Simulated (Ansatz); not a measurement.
# CaH2S2 (built on the sites of a database entry of CaH2O2): phonons and vibrational spectra, part 3 of 3

Task: relax CaH2S2 (built on the sites of a database entry of CaH2O2), then find its harmonic phonons.

Ansatz 0.2.0; DFT PBEsol, scalar-relativistic, plane waves, PAW.

So far. Step 4 (Tight relaxation): The largest force component left is 0.17 meV/Å and the pressure is 0.001 GPa, within the tolerances set. The cell now holds 18.73 Å³/atom. Step 5 (Linear response at the zone centre): Before it was imposed, the acoustic sum rule was missed by 1.2e-4 eV/Å² and the charge sum rule by 5.2e-4 e. Small misses are needed for a sound result but don't prove that mesh and cutoff are converged. The relaxed cell has a = 4.324, c = 5.785 Å (conventional setting).

The structure was built from a prototype and need not be the compound's stable phase.

## Step 6: The dispersion

Stability and thermal properties need the whole zone. Linear response on a 3×3×2 q mesh gives force constants as far as a supercell of that size would, and the tensors from the zone-centre run are typed in so that the long-range dipole term is interpolated apart.

The input, input.yaml:

```yaml
crystal:
  lattice:
    - [4.3236979803, 0.0, 0.0]
    - [-2.1618489902, 3.7444322892, 0.0]
    - [0.0, 0.0, 5.7849619197]
  atoms:
    - { symbol: Ca, position: [0.0, 0.0, 0.0] }
    - { symbol: H, position: [0.3333333333, 0.6666666667, 0.5379721974] }
    - { symbol: H, position: [0.6666666667, 0.3333333333, 0.4620278026] }
    - { symbol: S, position: [0.3333333333, 0.6666666667, 0.7727854978] }
    - { symbol: S, position: [0.6666666667, 0.3333333333, 0.2272145022] }
kpoints:
  mp_grid: { grid: [6, 6, 4] }
hamiltonian:
  xc: pbesol
scf:
  occupations: { method: fixed }
output:
  eigenvalues: true
phonons:
  method: dfpt
  qmesh: [3, 3, 2]
  temperatures: { t_max: 1000, t_step: 50 }
  qpath:
    path:
      - [[0.0, 0.0, 0.0], [0.5, 0.0, 0.0], [0.33333333, 0.33333333, 0.0], [0.0, 0.0, 0.0], [0.0, 0.0, 0.5], [0.5, 0.0, 0.5], [0.33333333, 0.33333333, 0.5], [0.0, 0.0, 0.5]]
      - [[0.5, 0.0, 0.5], [0.5, 0.0, 0.0]]
      - [[0.33333333, 0.33333333, 0.5], [0.33333333, 0.33333333, 0.0]]
    npoints: 10
  non_analytic_term:
    high_frequency_dielectric_tensor: [[3.7917, 0.0, 0.0], [0.0, 3.7917, 0.0], [0.0, 0.0, 3.4933]]
    born_effective_charges:
      - { species: Ca, tensor: [[2.446, 0.0, 0.0], [0.0, 2.446, 0.0], [0.0, 0.0, 1.761]] }
      - { species: H, tensor: [[0.1171, 0.0, 0.0], [0.0, 0.1171, 0.0], [0.0, 0.0, 0.2646]] }
      - { species: H, tensor: [[0.1171, 0.0, 0.0], [0.0, 0.1171, 0.0], [0.0, 0.0, 0.2646]] }
      - { species: S, tensor: [[-1.3401, 0.0, 0.0], [0.0, -1.3401, 0.0], [0.0, 0.0, -1.1451]] }
      - { species: S, tensor: [[-1.3401, 0.0, 0.0], [0.0, -1.3401, 0.0], [0.0, 0.0, -1.1451]] }
    source: "zone-centre run at this cell"
```

Started as:

```bash
$ ansatz run input.yaml --threads 8 --pin off --max-ram 14336MiB --backend cpu --events-out ev --progress --plain --runs-dir out
```

Numbers of over 12 decimals in the logs are rounded to 6 here.

The log of the run:

```text
Warning: phonons: the dynamical matrix that this run interpolates holds no multipole term above the dipole-dipole one, and a site of this crystal is no centre of inversion, so its interpolated transverse optical and acoustic branches and sound speeds can stay off near Gamma, and the density of states and the thermodynamics with them. What a run solves at a wave vector of phonons.qpoints, Gamma apart, where the deck admits one, is free of this, and under fd what a larger phonons.supercell samples
[...]
Crystal: 5 atoms, lattice volume = 93.657 Å³
Basis set: ecut = 420 eV, 1825 PW (Γ), exchange–correlation on 60×60×80 points (8 copies of the dense FFT grid, shifted against one another)
Bands: 17, of which v1, the nominal top of the filled ones, is band 12 counted from 1 (11 counted from 0)
Symmetry: 12 space group operations
k-points: 24 of 144
[...]
SCF iter   1: F=—  HF=-3599.408339 eV  |F-HF|=—  |Δ(HF+E_count)|=         —  Δρ=4.65e-3  dr2=2.36e-2  ethr=1.77e-3  ⟨swp⟩=4.7  Hψ=1969  notcnv=0  defer=63
[...]
SCF iter  10: F=-3599.402737 eV  HF=-3599.402737 eV  |F-HF|=0.00e0  |Δ(HF+E_count)|=  1.59e-11  Δρ=2.40e-8  dr2=5.11e-13  ethr=1.00e-12  ⟨swp⟩=12.7  Hψ=3143  notcnv=0
SCF 1 converged in 10 iterations: F = -3599.402737 eV  dr2 = 5.11e-13
[...]
NSCF: frozen V_eff on 24 k-points
[...]
DFPT response loops at q = (0, 0, 0) (fractional): preconditioner auto → Resta (q_TF=auto, 2.174 Å⁻¹)  ε∞=4.3 (no band partly filled); β = 1.00, the filter's whole step (`scf.mixing.beta` (0.50) is not read by the response loops at its default; to damp them type it under 1.00, their step now; it binds the ground state too); Broyden in place of MSR1
[...]
SCF converged after 10 iterations
Free energy (F): -3599.402737 eV
[...]
Internal energy: -3599.402737 eV  (E = F + TS)
E sigma→0 (E₀):  -3599.402737 eV
Fermi energy:    2.678849 eV
[...]
--- Band table (eV; the first three rows and the last of 24) ---
  k-point 0: bands = [... 8 lower, 1.3863, 1.3863, 2.6788, 2.6788, 6.4027, 6.5173, 7.3038, 7.6978, ... 1 higher]
  k-point 1: bands = [... 8 lower, 1.4525, 1.4525, 2.5729, 2.5729, 6.3305, 7.0726, 7.6011, 7.6011, ... 1 higher]
  k-point 2: bands = [... 8 lower, 1.5321, 1.5321, 2.4546, 2.4546, 6.3932, 7.5094, 7.5094, 7.5855, ... 1 higher]
  k-point 23: bands = [... 8 lower, 0.9843, 1.5645, 1.5656, 1.5656, 7.5698, 7.5698, 8.0726, 8.8359, ... 1 higher]
--- Phonons (Γ-DFPT): 6 representative perturbations + reference (Σ response iterations 19) ---
  ASR residual: 6.197e-5 → 0.000e0 eV/Å²; symmetrization residual: 5.952e-7 eV/Å²
  ASR residual per site (eV/Å²): 2.34e-5 3.75e-6 3.75e-6 6.20e-5 6.20e-5
[...]
--- Phonons (arbitrary-q DFPT): 6 irreducible q on the 3×3×2 mesh ---
  q = [0.0000, 0.0000, 0.0000] (star 1, of the zone-centre solve; hermiticity 4.48e-8, symmetrization 1.40e-11): -0.00 -0.00 0.00 153.51 153.51 202.56 205.80 205.80 226.51 250.23 250.23 464.62 464.62 2557.41 2562.73
  q = [0.0000, 0.0000, -0.5000] (star 1, 6 solved perturbations in 213 linear systems a pass and spin channel, the states on 47 of 144 k-point pairs; hermiticity 1.99e-6, symmetrization 1.02e-6): 34.81 34.81 62.72 148.44 148.44 194.40 225.12 225.12 265.17 345.05 345.05 394.69 394.69 2559.98 2565.26
  q = [0.0000, 0.3333, 0.0000] (star 6, 9 solved perturbations on 84 of 144 k-point pairs; hermiticity 6.72e-8, symmetrization 2.56e-11): 48.34 52.22 114.98 149.89 159.03 184.44 197.41 205.94 233.58 259.86 316.35 454.12 481.38 2556.82 2559.11
[...]
sum rule: each row above includes the acoustic sum rule's correction from the zone centre's row sums; it moved no ω² by more than (1.01 cm⁻¹)²
  mesh force constants: q→R imaginary residual 1.49e-16; ASR residual 6.197e-5 → 0.000e0 eV/Å²; symmetrization residual 2.487e-14 eV/Å²
  interpolated dispersion: 94 rows × 15 modes
  density of states and harmonic sums: on the 18×18×12 q-mesh, interpolated from the force constants of a 3×3×2 supercell (with the dipole–dipole term of supplied tensors)
  largest difference from the sums on the solved wave vectors: F 3.20e-2 eV, S 4.64e-5 and C_V 1.43e-5 eV/K
  zero-point energy: 0.498168 eV/cell   skipped modes (ω ≤ 0): 3   left out of the sums: 5.14e-5 of the cell's modes: C_V's classical limit lies that fraction below 3 k_B per atom; for a crystal, a wire or a layer, F and S can be off by more, and a phonons.interpolated_qmesh denser along its periods is the remedy for the sampling
```

Elapsed: 38 s, on 8 threads of Intel Xeon Platinum 8375C at 2.90GHz (Ice Lake), shared host; peak memory 0.77 GiB; 4.4 min of CPU time.

Numbers from this step:

```
sum-rule residual before enforcement                       : 6.20e-5 eV/Å²
lowest frequency on the path                               : 0 cm⁻¹
highest frequency on the path or at a solved wavevector    : 2568 cm⁻¹
mean frequency                                             : 535.7 cm⁻¹
Debye temperature (second moment)                          : 1792 K
logarithmic mean frequency                                 : 261.3 cm⁻¹
lowest mode on the q mesh (acoustic modes at Γ apart)      : 26.09 cm⁻¹
zero-point energy per atom                                 : 99.63 meV
heat capacity at 300 K                                     : 19.23 J/(mol atoms K)
vibrational entropy at 300 K                               : 25.61 J/(mol atoms K)
edges of the widest gap between branches, on path and mesh : 519.4, 2556 cm⁻¹
```

Frequencies (cm⁻¹) solved at each irreducible wavevector; negative means imaginary. Frequencies by wavevector, by row:

| q in reciprocal lattice units | star | mode 1 | mode 2 | mode 3 | mode 4 | mode 13 | mode 14 | mode 15 |
| --- | --- | --- | --- | --- | --- | --- | --- | --- |
| 0 0 0 | 1 | 0 | 0 | 0 | 153.5 | 464.6 | 2557 | 2563 |
| 0 0 -0.5 | 1 | 34.8 | 34.8 | 62.7 | 148.4 | 394.7 | 2560 | 2565 |
| 0 0.3333 0 | 6 | 48.3 | 52.2 | 115 | 149.9 | 481.4 | 2557 | 2559 |
| 0 0.3333 -0.5 | 6 | 34.9 | 56.3 | 112.2 | 156.7 | 452.6 | 2558 | 2558 |
| 0.3333 0.3333 0 | 2 | 26.1 | 115.9 | 115.9 | 152.5 | 519.4 | 2557 | 2557 |
| 0.3333 0.3333 -0.5 | 2 | 71.2 | 112.9 | 112.9 | 155.6 | 436.5 | 2557 | 2557 |

Interpolated from a 3×3×2 q mesh, with the LO-TO term (at Γ the limit along the path; where Γ stands inside the path, tables give the limit on arrival). Phonon branches along the path, in cm⁻¹:

| point | branch 1 | branch 2 | branch 3 | branch 4 | branch 12 | branch 13 | branch 14 | branch 15 |
| --- | --- | --- | --- | --- | --- | --- | --- | --- |
| Γ | 0 | 0 | 0 | 154 | 465 | 465 | 2557 | 2563 |
| halfway | 38 | 42 | 93 | 151 | 456 | 476 | 2557 | 2560 |
| M | 57 | 61 | 132 | 144 | 455 | 487 | 2556 | 2558 |
| halfway | 46 | 86 | 126 | 144 | 424 | 508 | 2556 | 2558 |
| K | 26 | 116 | 116 | 152 | 382 | 519 | 2557 | 2557 |
| halfway | 42 | 62 | 97 | 155 | 444 | 487 | 2557 | 2560 |
| Γ | 0 | 0 | 0 | 154 | 465 | 465 | 2557 | 2563 |
| halfway | 25 | 25 | 43 | 151 | 441 | 441 | 2558 | 2567 |
| A | 35 | 35 | 63 | 148 | 395 | 395 | 2560 | 2565 |
| halfway | 31 | 56 | 93 | 154 | 409 | 433 | 2559 | 2560 |
| L | 42 | 59 | 128 | 157 | 417 | 470 | 2557 | 2557 |
| halfway | 65 | 78 | 123 | 154 | 422 | 458 | 2557 | 2557 |
| H | 71 | 113 | 113 | 156 | 426 | 436 | 2557 | 2557 |
| halfway | 55 | 60 | 91 | 156 | 428 | 429 | 2559 | 2559 |
| A | 35 | 35 | 63 | 148 | 395 | 395 | 2560 | 2565 |
| jump to L | 42 | 59 | 128 | 157 | 417 | 470 | 2557 | 2557 |
| halfway | 47 | 61 | 131 | 151 | 460 | 466 | 2556 | 2558 |
| M | 57 | 61 | 132 | 144 | 455 | 487 | 2556 | 2558 |
| jump to H | 71 | 113 | 113 | 156 | 426 | 436 | 2557 | 2557 |
| halfway | 59 | 114 | 114 | 155 | 405 | 488 | 2557 | 2557 |
| K | 26 | 116 | 116 | 152 | 382 | 519 | 2557 | 2557 |

The phonon density of states has structure finer than the step of the table below, so its rows give means over 100 cm⁻¹, whole bins alone (the curve runs from 10 to 2570 cm⁻¹). Peaks (cm⁻¹: height): 50.0: 0.0533, 150.0: 0.0752, 190.0: 0.0764, 230.0: 0.0541, 450.0: 0.0315, 2550.0: 0.0874.

Tetrahedra on a 18×18×12 mesh, mean over bins of 20 cm-1. Interpolated from a 3×3×2 q mesh. The phonon density of states by wavenumber; means over each step:

| wavenumber (cm⁻¹) | phonon density of states (1/cm⁻¹/cell) |
| --- | --- |
| 100 | 0.0286 |
| 200 | 0.0516 |
| 300 | 0.0150 |
| 400 | 0.0161 |
| 500 | 0.00980 |
| 600 | 0 |
| 700 | 0 |
| 800 | 0 |
| 900 | 0 |
| 1000 | 0 |
| 1100 | 0 |
| 1200 | 0 |
| 1300 | 0 |
| 1400 | 0 |
| 1500 | 0 |
| 1600 | 0 |
| 1700 | 0 |
| 1800 | 0 |
| 1900 | 0 |
| 2000 | 0 |
| 2100 | 0 |
| 2200 | 0 |
| 2300 | 0 |
| 2400 | 0 |
| 2500 | 0.00874 |

The partial phonon density of states has structure finer than the step of the table below, so its rows give means over 100 cm⁻¹, whole bins alone (the curve runs from -10 to 2655 cm⁻¹). Peaks (cm⁻¹: height): Ca 57.0: 0.0152, 224.6: 0.0216; H 442.5: 0.0250, 2554.1: 0.0396; S 57.0: 0.0182, 157.6: 0.0466.

Phonopy on the run's constants, 15x15x11 mesh, Gaussian sigma 19.0 cm-1. Interpolated from a 3×3×2 q mesh. Partial phonon density of states against wavenumber; means over each step; values in 1/cm⁻¹/cell:

| wavenumber (cm⁻¹) | Ca | H | S |
| --- | --- | --- | --- |
| 100 | 0.00800 | 0.00107 | 0.0195 |
| 200 | 0.0129 | 0.00566 | 0.0310 |
| 300 | 0.00464 | 0.00869 | 0.00303 |
| 400 | 3.5e-4 | 0.0151 | 6.1e-4 |
| 500 | 1.2e-4 | 0.00975 | 2.4e-4 |
| 600 | 0 | 2.6e-5 | 4.9e-7 |
| 700 | 0 | 0 | 0 |
| 800 | 0 | 0 | 0 |
| 900 | 0 | 0 | 0 |
| 1000 | 0 | 0 | 0 |
| 1100 | 0 | 0 | 0 |
| 1200 | 0 | 0 | 0 |
| 1300 | 0 | 0 | 0 |
| 1400 | 0 | 0 | 0 |
| 1500 | 0 | 0 | 0 |
| 1600 | 0 | 0 | 0 |
| 1700 | 0 | 0 | 0 |
| 1800 | 0 | 0 | 0 |
| 1900 | 0 | 0 | 0 |
| 2000 | 0 | 0 | 0 |
| 2100 | 0 | 0 | 0 |
| 2200 | 0 | 0 | 0 |
| 2300 | 0 | 0 | 0 |
| 2400 | 0 | 0 | 0 |
| 2500 | 0 | 0.00690 | 2.1e-4 |
| 2600 | 0 | 0.0125 | 3.9e-4 |

Harmonic thermodynamic functions per atom, from the density of states. Interpolated from a 3×3×2 q mesh. Thermodynamic functions, by row:

| T (K) | F_vib (meV/atom) | S (J/mol-atom/K) | C_V (J/mol-atom/K) |
| --- | --- | --- | --- |
| 0 | 99.63 | 0 | 0 |
| 50 | 99.08 | 3.042 | 4.915 |
| 100 | 96.13 | 8.419 | 10.96 |
| 200 | 82.1 | 18.23 | 17 |
| 300 | 59.2 | 25.61 | 19.23 |
| 400 | 29.6 | 31.29 | 20.21 |
| 500 | -5.28 | 35.87 | 20.79 |
| 600 | -44.5 | 39.7 | 21.22 |
| 700 | -87.39 | 43 | 21.61 |
| 800 | -133.5 | 45.91 | 21.96 |
| 900 | -182.4 | 48.51 | 22.28 |
| 1000 | -234 | 50.88 | 22.57 |

Harmonic mean-square displacement, third of the trace. Interpolated from a 3×3×2 q mesh. Mean square displacements, by row:

| T (K) | Ca1 U_eq (Å²) | H2 U_eq (Å²) | H3 U_eq (Å²) | S4 U_eq (Å²) | S5 U_eq (Å²) |
| --- | --- | --- | --- | --- | --- |
| 0 | 0.00403 | 0.03908 | 0.03908 | 0.00452 | 0.00452 |
| 100 | 0.01031 | 0.04947 | 0.04947 | 0.01016 | 0.01016 |
| 300 | 0.02854 | 0.09389 | 0.09389 | 0.02747 | 0.02747 |
| 600 | 0.05659 | 0.1729 | 0.1729 | 0.05432 | 0.05432 |

Symmetry leaves 6 wavevectors to solve. The lowest mode among them, the acoustic zeros apart, lies at q = (0.333, 0.333, 0) and is real, 26.1 cm⁻¹.

## Step 7: Another isotope, element Ca, natural mass 40.078 amu

An isotope changes the mass and not the force constants, so no new electronic calculation is needed; the shifts show which modes move this element.

The same force constants with the mass of Ca changed from 40.078 to 47.953 u (phonopy, no LO-TO term). Both lists are sorted by frequency; levels can cross, so a row need not hold one and the same mode. Modes under 3 cm⁻¹ are left out. Isotope shifts, by row, the first 40 of 57 rows:

| q | rank | natural mass (cm⁻¹) | changed mass (cm⁻¹) |
| --- | --- | --- | --- |
| 0 0 0 | 4 | 153.5 | 153.5 |
| 0 0 0 | 5 | 153.5 | 153.5 |
| 0 0 0 | 6 | 202.6 | 199.2 |
| 0 0 0 | 7 | 205.8 | 199.2 |
| 0 0 0 | 8 | 205.8 | 202.6 |
| 0 0 0 | 9 | 226.5 | 214.6 |
| 0 0 0 | 10 | 250.2 | 245 |
| 0 0 0 | 11 | 250.2 | 245 |
| 0 0 0 | 12 | 464.6 | 464.6 |
| 0 0 0 | 13 | 464.6 | 464.6 |
| 0 0 0 | 14 | 2557 | 2557 |
| 0 0 0 | 15 | 2563 | 2563 |
| 0 0 -0.5 | 1 | 34.81 | 33.52 |
| 0 0 -0.5 | 2 | 34.81 | 33.52 |
| 0 0 -0.5 | 3 | 62.72 | 60.41 |
| 0 0 -0.5 | 4 | 148.4 | 148.4 |
| 0 0 -0.5 | 5 | 148.4 | 148.4 |
| 0 0 -0.5 | 6 | 194.4 | 194.4 |
| 0 0 -0.5 | 7 | 225.1 | 214 |
| 0 0 -0.5 | 8 | 225.1 | 214 |
| 0 0 -0.5 | 9 | 265.2 | 251.7 |
| 0 0 -0.5 | 10 | 345.1 | 345.1 |
| 0 0 -0.5 | 11 | 345.1 | 345.1 |
| 0 0 -0.5 | 12 | 394.7 | 394.3 |
| 0 0 -0.5 | 13 | 394.7 | 394.3 |
| 0 0 -0.5 | 14 | 2560 | 2560 |
| 0 0 -0.5 | 15 | 2565 | 2565 |
| 0 0.3333 0 | 1 | 48.34 | 46.57 |
| 0 0.3333 0 | 2 | 52.22 | 50.12 |
| 0 0.3333 0 | 3 | 115 | 111.9 |
| 0 0.3333 0 | 4 | 149.9 | 149.8 |
| 0 0.3333 0 | 5 | 159 | 158.2 |
| 0 0.3333 0 | 6 | 184.4 | 183.4 |
| 0 0.3333 0 | 7 | 197.4 | 189.8 |
| 0 0.3333 0 | 8 | 205.9 | 202.4 |
| 0 0.3333 0 | 9 | 233.6 | 225.7 |
| 0 0.3333 0 | 10 | 259.9 | 245.5 |
| 0 0.3333 0 | 11 | 316.4 | 315 |
| 0 0.3333 0 | 12 | 454.1 | 454 |
| 0 0.3333 0 | 13 | 481.4 | 481.2 |

A mode of this element alone would shift by -8.58 %. The highest zone-centre frequency without the field goes from 2562.7 to 2562.7 cm⁻¹ (+0.0 %). The product of the frequency ratios over all optical modes at Γ is 0.851; the product rule, (m/m′)^(3k/2) (M′/M)^(3/2) with k = 1 such atoms and M the mass of the cell, gives 0.851.

## Step 8: Another isotope, element H, natural mass 1.008 amu

The same for H, from 1.01 to 2.01 u.

The same force constants with the mass of H changed from 1.008 to 2.014 u (phonopy, no LO-TO term). Both lists are sorted by frequency; levels can cross, so a row need not hold one and the same mode. Modes under 3 cm⁻¹ are left out. Isotope shifts, by row, the first 40 of 57 rows:

| q | rank | natural mass (cm⁻¹) | changed mass (cm⁻¹) |
| --- | --- | --- | --- |
| 0 0 0 | 4 | 153.5 | 152.6 |
| 0 0 0 | 5 | 153.5 | 152.6 |
| 0 0 0 | 6 | 202.6 | 155.9 |
| 0 0 0 | 7 | 205.8 | 155.9 |
| 0 0 0 | 8 | 205.8 | 199.5 |
| 0 0 0 | 9 | 226.5 | 225.3 |
| 0 0 0 | 10 | 250.2 | 235.9 |
| 0 0 0 | 11 | 250.2 | 235.9 |
| 0 0 0 | 12 | 464.6 | 330.6 |
| 0 0 0 | 13 | 464.6 | 330.6 |
| 0 0 0 | 14 | 2557 | 1837 |
| 0 0 0 | 15 | 2563 | 1839 |
| 0 0 -0.5 | 1 | 34.81 | 34.67 |
| 0 0 -0.5 | 2 | 34.81 | 34.67 |
| 0 0 -0.5 | 3 | 62.72 | 62.15 |
| 0 0 -0.5 | 4 | 148.4 | 147.9 |
| 0 0 -0.5 | 5 | 148.4 | 147.9 |
| 0 0 -0.5 | 6 | 194.4 | 191.5 |
| 0 0 -0.5 | 7 | 225.1 | 216.8 |
| 0 0 -0.5 | 8 | 225.1 | 216.8 |
| 0 0 -0.5 | 9 | 265.2 | 244.9 |
| 0 0 -0.5 | 10 | 345.1 | 244.9 |
| 0 0 -0.5 | 11 | 345.1 | 263.6 |
| 0 0 -0.5 | 12 | 394.7 | 291.1 |
| 0 0 -0.5 | 13 | 394.7 | 291.1 |
| 0 0 -0.5 | 14 | 2560 | 1838 |
| 0 0 -0.5 | 15 | 2565 | 1842 |
| 0 0.3333 0 | 1 | 48.34 | 48.09 |
| 0 0.3333 0 | 2 | 52.22 | 50.84 |
| 0 0.3333 0 | 3 | 115 | 111.6 |
| 0 0.3333 0 | 4 | 149.9 | 130.4 |
| 0 0.3333 0 | 5 | 159 | 154.2 |
| 0 0.3333 0 | 6 | 184.4 | 170.9 |
| 0 0.3333 0 | 7 | 197.4 | 182.5 |
| 0 0.3333 0 | 8 | 205.9 | 194.7 |
| 0 0.3333 0 | 9 | 233.6 | 225.4 |
| 0 0.3333 0 | 10 | 259.9 | 227 |
| 0 0.3333 0 | 11 | 316.4 | 272.8 |
| 0 0.3333 0 | 12 | 454.1 | 329.9 |
| 0 0.3333 0 | 13 | 481.4 | 345.3 |

A mode of this element alone would shift by -29.26 %. The highest zone-centre frequency without the field goes from 2562.7 to 1839.5 cm⁻¹ (-28.2 %). The product of the frequency ratios over all optical modes at Γ is 0.129; the product rule, (m/m′)^(3k/2) (M′/M)^(3/2) with k = 2 such atoms and M the mass of the cell, gives 0.129.

## Step 9: Isotope substitution, element S, natural mass 32.06 amu

The same for S, from 32.06 to 33.97 u.

A mode of this element alone would shift by -2.85 %. The highest zone-centre frequency without the field goes from 2562.7 to 2560.6 cm⁻¹ (-0.1 %). The product of the frequency ratios over all optical modes at Γ is 0.887; the product rule, (m/m′)^(3k/2) (M′/M)^(3/2) with k = 2 such atoms and M the mass of the cell, gives 0.886.

## Step 10: Results

```yaml
space_group_after_relaxation_within_0p01_a: P-3m1
volume_per_atom: 18.7 Å³
gap_on_the_k_mesh: 3.22 eV
highest_optical_mode_at_the_zone_centre_no_lo_to_term: 2563 cm⁻¹
top_of_the_zone_centre_spectrum_with_the_field: 2568 cm⁻¹
lowest_optical_zone_centre_mode: 154 cm⁻¹
mean_high_frequency_dielectric_constant: 3.69
mean_static_dielectric_constant: 5.86
largest_born_charge_third_of_the_trace: 2.22 e
lowest_mode_on_the_q_mesh_acoustic_modes_at_gamma_apart: 26.1 cm⁻¹
highest_frequency_on_the_path_or_at_a_solved_wavevector: 2568 cm⁻¹
zero_point_energy_per_atom: 99.6 meV
heat_capacity_at_300_k: 19.2 J/(mol atoms K)
vibrational_entropy_at_300_k: 25.6 J/(mol atoms K)
debye_temperature_second_moment: 1792 K
imaginary_modes_on_the_3x3x2_q_mesh: none
```

The structure is a minimum as far as tested: no mode is imaginary at the 6 irreducible wavevectors of the 3×3×2 mesh, and the softest away from the acoustic zeros lies at 26 cm⁻¹. Without the field, the optical modes at Γ span 154 to 2563 cm⁻¹. The highest mode in this list at Γ, 2562.7 cm⁻¹, is mostly motion of H (97 % of the kinetic energy). With the macroscopic field of the longitudinal modes the top of the zone-centre spectrum lies at 2568 cm⁻¹, against 2563 cm⁻¹ without it. Lattice motion raises the mean dielectric constant from 3.692 to 5.857. The strongest infrared line is at 250 cm⁻¹. Averaged over orientations, the strongest Raman line at 532 nm and 300 K is at 2557 cm⁻¹. On the path and the mesh, the widest gap between branches runs from 519 to 2556 cm⁻¹. The program warns that the interpolation holds no quadrupole term, so branches close to Γ can be off in this crystal. The starting cell was built on a prototype and not taken from a measurement, so the phase need not exist. These are harmonic frequencies at zero temperature: anharmonic shifts, linewidths and thermal expansion are left out.

[Logs are printed without paths, hosts, clocks, repeated set-up lines and the standing remarks that a program may print on its own settings, such as how far it seeks lower states.]

[Hosts, paths, dates, database ids (printed as entryN), source tags and the programs' standing remarks are cut or masked in the printed files.]
